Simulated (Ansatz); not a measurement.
**Σ13 (111) twist boundary in Al (156 atoms): support functions against a reference**

Wanted: errors and times of a linear-scaling basis for Σ13 (111) twist boundary in Al (156 atoms). A setting counts as converged where the r.m.s. difference of forces stays under 1 % of the r.m.s. force.

Program: Ansatz 0.2.0. Level of theory: Kohn-Sham DFT, PBE, PAW (set soft_2), plane waves. Results are calculated unless marked as measured.

Most raw output is cut from this account.

## (1) The starting structure

The cell holds 156 atoms: 156 Al. Its edges and angles: a = 10.326 Å, b = 10.326 Å, c = 28.816 Å, α = 90.0°, β = 90.0°, γ = 60.0°. It derives from Al (fcc). Fcc Al (a = 4.05 Å); two grains turned against each other by 27.80 deg about [111]; 1 x 1 coincidence cells, 2 lattice periods a grain, two boundaries a cell, upper grain shifted by [0.305, 0.576] of the boundary cell and opened by 0.1 Å, one atom of each pair nearer than 1.575 Å removed; minimised with a classical potential (one cell length free). Regions: lower grain, 78 atoms (78 Al); upper grain, 78 atoms (78 Al).

What the set-up can't give: The host structure and its lattice constant were typed by rule, without a check against the phase diagram.

## (2) Plane-wave single point

This run is the reference for what follows, at a cutoff of 420 eV.

input.yaml reads:

```yaml
crystal:
  lattice:
    - [10.32551, 0.0, 0.0]
    - [5.16276, 8.94216, 0.0]
    - [0.0, 0.0, 28.81626]
  atoms:
    - { symbol: Al, position: [0.24691, 0.67749, 0.99088] }
    - { symbol: Al, position: [0.4763, 0.36637, 0.99022] }
    - { symbol: Al, position: [0.4279, 0.54472, 0.07368] }
    - { symbol: Al, position: [0.71285, 0.05999, 0.99249] }
    - { symbol: Al, position: [0.65907, 0.23844, 0.07347] }
    - { symbol: Al, position: [0.83862, 0.10893, 0.15599] }
    - { symbol: Al, position: [0.93884, 0.7479, 0.99092] }
    - { symbol: Al, position: [0.89064, 0.92889, 0.07368] }
    - { symbol: Al, position: [0.17657, 0.43987, 0.9909] }
    - { symbol: Al, position: [0.12078, 0.62174, 0.07316] }
    - { symbol: Al, position: [0.0695, 0.80107, 0.15597] }
    - { symbol: Al, position: [0.40272, 0.13286, 0.99057] }
    - { symbol: Al, position: [0.35197, 0.31351, 0.07401] }
    - { symbol: Al, position: [0.30011, 0.49368, 0.15597] }
    - { symbol: Al, position: [0.24883, 0.67302, 0.23842] }
    - { symbol: Al, position: [0.58226, 0.00643, 0.07354] }
    - { symbol: Al, position: [0.53126, 0.18578, 0.15596] }
    - { symbol: Al, position: [0.47982, 0.36522, 0.23836] }
    - { symbol: Al, position: [0.429, 0.54469, 0.32037] }
    - { symbol: Al, position: [0.71029, 0.0577, 0.23843] }
    - { symbol: Al, position: [0.6593, 0.23704, 0.32084] }
    - { symbol: Al, position: [0.83884, 0.11051, 0.40383] }
    - { symbol: Al, position: [0.63199, 0.82862, 0.99055] }
    - { symbol: Al, position: [0.8654, 0.52155, 0.99022] }
    - { symbol: Al, position: [0.81255, 0.69877, 0.07402] }
    - { symbol: Al, position: [0.76173, 0.87826, 0.15603] }
    - { symbol: Al, position: [0.09045, 0.21393, 0.99248] }
    - { symbol: Al, position: [0.04376, 0.39163, 0.07368] }
    - { symbol: Al, position: [0.99272, 0.57046, 0.15597] }
    - { symbol: Al, position: [0.94145, 0.74979, 0.23842] }
    - { symbol: Al, position: [0.8896, 0.92996, 0.32036] }
    - { symbol: Al, position: [0.27459, 0.08323, 0.07354] }
    [... 118 atom lines left out ...]
    - { symbol: Al, position: [0.99496, 0.80281, 0.90348] }
    - { symbol: Al, position: [0.15135, 0.18266, 0.90189] }
    - { symbol: Al, position: [0.71056, 0.59545, 0.73843] }
    - { symbol: Al, position: [0.58274, 0.77593, 0.82092] }
    - { symbol: Al, position: [0.45434, 0.95435, 0.90635] }
    - { symbol: Al, position: [0.76549, 0.7211, 0.90416] }
kpoints:
  mp_grid: { grid: [2, 2, 1] }
hamiltonian:
  xc: pbe
scf:
  occupations: { method: fermi_dirac, width: 0.1 }
output:
  forces: true
  stress: true
  populations: intrinsic
  dos:
    method: { smearing: { sigma: 0.1 } }
    de: 0.1
    projected:
      site_lists:
        Al: [Al]
        lower_grain: [0, 1, 2, 3, 4, 5, 6, 7, 8, 9, 10, 11, 12, 13, 14, 15, 16, 17, 18, 19, 20, 21, 22, 23, 24, 25, 26, 27, 28, 29, 30, 31, 32, 33, 34, 35, 36, 37, 38, 39, 40, 41, 42, 43, 44, 45, 46, 47, 48, 49, 50, 51, 52, 53, 54, 55, 56, 57, 58, 59, 60, 61, 62, 63, 64, 65, 66, 67, 68, 69, 70, 71, 72, 73, 74, 75, 76, 77]
        upper_grain: [78, 79, 80, 81, 82, 83, 84, 85, 86, 87, 88, 89, 90, 91, 92, 93, 94, 95, 96, 97, 98, 99, 100, 101, 102, 103, 104, 105, 106, 107, 108, 109, 110, 111, 112, 113, 114, 115, 116, 117, 118, 119, 120, 121, 122, 123, 124, 125, 126, 127, 128, 129, 130, 131, 132, 133, 134, 135, 136, 137, 138, 139, 140, 141, 142, 143, 144, 145, 146, 147, 148, 149, 150, 151, 152, 153, 154, 155]
  eigenvalues: true
  write_density: true
  write_potential: true
  volumetric_format: npy
```

Command:

```sh
$ ansatz run input.yaml --threads 4 --pin off --max-ram 8192MiB --backend cpu --events-out ev --progress --plain --runs-dir out
```

It took 3.6 min on 4 threads of Arm Neoverse V2, shared host; peak memory 7.1 GiB.

The program notes that it cut back its work space to fit the memory limit.

Read from the output:

| Item | Value |
| --- | --- |
| free energy | -83852.5830 eV |
| free energy per atom | -537.5166 eV/atom |
| SCF cycles | 6 |
| pressure | -1.559 GPa |
| r.m.s. force component | 0.03879 eV/Å |
| longest force | 0.1747 eV/Å |
| Fermi energy | 7.656 eV |
| levels partly filled by over 2 per cent | 68 |

The r.m.s. force component of 0.039 eV/Å sets the scale for the differences below.

## (3) Support functions medium

The cell is solved in localised support functions. The level medium gives here a grid of 48×48×120 points and a radius of 3.90 Å.

This step: Kohn-Sham DFT, PBE, PAW (set soft_2), localised support functions (medium) (Ansatz 0.2.0).

input.yaml, the sections that differ from step 2:

```yaml
scf:
  occupations: { method: fermi_dirac, width: 0.1 }
  eigensolver: { kind: { support_functions: { accuracy: medium } } }
  mixing: { beta: 0.2 }
  max_iter: 150
output:
  forces: true
# crystal, kpoints, hamiltonian: as in step 2
```

Wall time 96 s (4 threads); peak memory 4.5 GiB; 6.3 min of CPU time.

The program notes that the band table was not solved further than the SCF left it and it switched symmetry off.

Keys that differ from the reference: support_functions.accuracy = "medium", scf.max_iter = 150 and scf.mixing.beta = 0.2.

Forces differ from the reference by 0.50 meV/Å r.m.s., 1.3 % of their size, over a tolerance of 1 %; the energy by -0.60 meV/atom. The two runs also began from different starting densities, which bears on cycles and time.

## (4) Support functions low

The level low is asked for. Here it resolves to the same grid and radius as in the run with support functions medium, so the basis is not new.

This step: Kohn-Sham DFT, PBE, PAW (set soft_2), localised support functions (low) (Ansatz 0.2.0).

input.yaml, the sections that differ from step 3:

```yaml
scf:
  occupations: { method: fermi_dirac, width: 0.1 }
  eigensolver: { kind: { support_functions: { accuracy: low } } }
  mixing: { beta: 0.2 }
  max_iter: 150
# crystal, kpoints, hamiltonian, output: as in step 3
```

The job ended after 94 s (4 threads; peak memory 4.5 GiB).

Keys that differ from the reference: support_functions.accuracy = "low", scf.max_iter = 150 and scf.mixing.beta = 0.2.

Forces differ from the reference by 0.52 meV/Å r.m.s., 1.3 % of their size, over a tolerance of 1 %; the energy by -0.60 meV/atom. The two runs also began from different starting densities, which bears on cycles and time.

## (5) Support functions high

The cell is solved in localised support functions. The level high gives here a grid of 48×48×144 points and a radius of 4.66 Å.

This step: Kohn-Sham DFT, PBE, PAW (set soft_2), localised support functions (high) (Ansatz 0.2.0).

input.yaml, the sections that differ from step 4:

```yaml
scf:
  occupations: { method: fermi_dirac, width: 0.1 }
  eigensolver: { kind: { support_functions: { accuracy: high } } }
  mixing: { beta: 0.2 }
  max_iter: 150
# crystal, kpoints, hamiltonian, output: as in step 4
```

Elapsed: 4.8 min, on 4 threads; peak memory 5.9 GiB; 19 min of CPU time.

Keys that differ from the reference: support_functions.accuracy = "high", scf.max_iter = 150 and scf.mixing.beta = 0.2.

Forces differ from the reference by 0.14 meV/Å r.m.s., 0.37 % of their size, within a tolerance of 1 %; the energy by -0.57 meV/atom. The two runs also began from different starting densities, which bears on cycles and time.

## (6) Support functions medium, radius 3.78 Å

The radius confines each support function; a larger one gives more freedom and more work per atom.

This step: Kohn-Sham DFT, PBE, PAW (set soft_2), localised support functions (medium) (Ansatz 0.2.0).

input.yaml, the sections that differ from step 5:

```yaml
scf:
  occupations: { method: fermi_dirac, width: 0.1 }
  eigensolver: { kind: { support_functions: { accuracy: medium, radius: 3.78 } } }
  mixing: { beta: 0.2 }
  max_iter: 150
# crystal, kpoints, hamiltonian, output: as in step 5
```

The job ended after 90 s (4 threads; peak memory 4.3 GiB; 5.9 min of CPU time).

Keys that differ from the reference: support_functions.accuracy = "medium", support_functions.radius = 3.78, scf.max_iter = 150 and scf.mixing.beta = 0.2.

Forces differ from the reference by 0.68 meV/Å r.m.s., 1.7 % of their size, over a tolerance of 1 %; the energy by -0.60 meV/atom. The two runs also began from different starting densities, which bears on cycles and time.

## (7) Support functions medium, radius 4.09 Å

input.yaml, the sections that differ from step 6:

```yaml
scf:
  occupations: { method: fermi_dirac, width: 0.1 }
  eigensolver: { kind: { support_functions: { accuracy: medium, radius: 4.09 } } }
  mixing: { beta: 0.2 }
  max_iter: 150
# crystal, kpoints, hamiltonian, output: as in step 6
```

Elapsed: 1.9 min, on 4 threads; peak memory 4.7 GiB; 7.5 min of CPU time.

Keys that differ from the reference: support_functions.accuracy = "medium", support_functions.radius = 4.09, scf.max_iter = 150 and scf.mixing.beta = 0.2.

Forces differ from the reference by 0.28 meV/Å r.m.s., 0.73 % of their size, within a tolerance of 1 %; the energy by -0.60 meV/atom. The two runs also began from different starting densities, which bears on cycles and time.

## (8) Support functions medium, radius 4.36 Å

input.yaml, the sections that differ from step 7:

```yaml
scf:
  occupations: { method: fermi_dirac, width: 0.1 }
  eigensolver: { kind: { support_functions: { accuracy: medium, radius: 4.36 } } }
  mixing: { beta: 0.2 }
  max_iter: 150
# crystal, kpoints, hamiltonian, output: as in step 7
```

Wall time 2.2 min (4 threads); peak memory 5 GiB.

Keys that differ from the reference: support_functions.accuracy = "medium", support_functions.radius = 4.36, scf.max_iter = 150 and scf.mixing.beta = 0.2.

Forces differ from the reference by 0.21 meV/Å r.m.s., 0.54 % of their size, within a tolerance of 1 %; the energy by -0.60 meV/atom. The two runs also began from different starting densities, which bears on cycles and time.

## (9) Support functions medium, radius 4.67 Å

input.yaml, the sections that differ from step 8:

```yaml
scf:
  occupations: { method: fermi_dirac, width: 0.1 }
  eigensolver: { kind: { support_functions: { accuracy: medium, radius: 4.67 } } }
  mixing: { beta: 0.2 }
  max_iter: 150
# crystal, kpoints, hamiltonian, output: as in step 8
```

The job ended after 2.8 min (4 threads; peak memory 5.5 GiB; 11 min of CPU time).

Keys that differ from the reference: support_functions.accuracy = "medium", support_functions.radius = 4.67, scf.max_iter = 150 and scf.mixing.beta = 0.2.

Forces differ from the reference by 0.19 meV/Å r.m.s., 0.49 % of their size, within a tolerance of 1 %; the energy by -0.60 meV/atom. The two runs also began from different starting densities, which bears on cycles and time.

## (10) Support functions medium, radius 5.26 Å

input.yaml, the sections that differ from step 9:

```yaml
scf:
  occupations: { method: fermi_dirac, width: 0.1 }
  eigensolver: { kind: { support_functions: { accuracy: medium, radius: 5.26 } } }
  mixing: { beta: 0.2 }
  max_iter: 150
# crystal, kpoints, hamiltonian, output: as in step 9
```

Run time: 4.2 min. Hardware: 4 threads; peak memory 6.8 GiB.

Keys that differ from the reference: support_functions.accuracy = "medium", support_functions.radius = 5.26, scf.max_iter = 150 and scf.mixing.beta = 0.2.

Forces differ from the reference by 0.17 meV/Å r.m.s., 0.44 % of their size, within a tolerance of 1 %; the energy by -0.60 meV/atom. The two runs also began from different starting densities, which bears on cycles and time.

## (11) Support functions medium, radius 5.84 Å

input.yaml, the sections that differ from step 10:

```yaml
scf:
  occupations: { method: fermi_dirac, width: 0.1 }
  eigensolver: { kind: { support_functions: { accuracy: medium, radius: 5.84 } } }
  mixing: { beta: 0.2 }
  max_iter: 150
# crystal, kpoints, hamiltonian, output: as in step 10
```

Wall time 1.1 s (4 threads); peak memory 0.61 GiB.

The program refused the input before any cycle.

The program's message: “Error: memory limit exceeded: the `scf loop` phase needs 9.03 GiB against the run's memory maximum of 8.00 GiB; largest carriers: support functions 7.61 GiB, unmodelled-tail allowance 0.36 GiB, densit …”

The refusal is over memory: the job needs 9.03 GiB where 8.00 GiB were allowed.

## (12) Support functions medium, radius 5.84 Å

After the refusal for memory the run is tried again with basis.xc_grid typed, in the hope of saving memory. Against the reference, the basis becomes support functions and the exchange-correlation grid changes.

Edit input.yaml of step 11 so:

```diff
@@ -18 +18,3 @@
   forces: true
+basis:
+  xc_grid: 1
```

Run time: 1.1 s. Hardware: 4 threads; peak memory 0.6 GiB.

The input was rejected at the start.

The program's message: “Error: memory limit exceeded: the `scf loop` phase needs 9.00 GiB against the run's memory maximum of 8.00 GiB; largest carriers: support functions 7.61 GiB, unmodelled-tail allowance 0.36 GiB, densit …”

The refusal is over memory: the job needs 9.00 GiB where 8.00 GiB were allowed.

Runs without a result: support functions medium, radius 5.84 Å (refused); support functions medium, radius 5.84 Å (refused).

## (13) Cost against change

Differences are against the plane-wave reference (Kohn-Sham DFT, PBE, PAW (set soft_2), plane waves), whose r.m.s. force component is 0.0388 eV/Å. Energies are set beside the reference only for runs with its functional, potentials and electron count. Times are for 4 threads of Arm Neoverse V2, shared host. The reference's time includes the DOS, the stress and grids, which some other runs skip.

```
                                    run  Δ force, r.m.s. (meV/Å)  share of r.m.s. force (%)  Δ energy (meV/atom)  cycles     time  host memory (GiB)
                              reference                        -                          -                    -       6  3.6 min                7.1
               support functions medium                    0.498                       1.28               -0.599      10     96 s                4.5
                  support functions low                    0.516                       1.33               -0.599       9     94 s                4.5
                 support functions high                    0.145                      0.373               -0.569      14  4.8 min                5.9
support functions medium, radius 3.78 Å                    0.676                       1.74               -0.595      10     90 s                4.3
support functions medium, radius 4.09 Å                    0.283                      0.730               -0.602      10  1.9 min                4.7
support functions medium, radius 4.36 Å                     0.21                      0.541               -0.603      10  2.2 min                5.0
support functions medium, radius 4.67 Å                     0.19                      0.489               -0.602      11  2.8 min                5.5
support functions medium, radius 5.26 Å                    0.169                      0.437               -0.602      11  4.2 min                6.8
```

(Part 1 of 2 ends here.)

[Logs are printed without paths, hosts, clocks, repeated set-up lines and the standing remarks that a program may print on its own settings, such as how far it seeks lower states.]

[Hosts, paths, dates, database ids (printed as entryN), source tags and the programs' standing remarks are cut or masked in the printed files.]
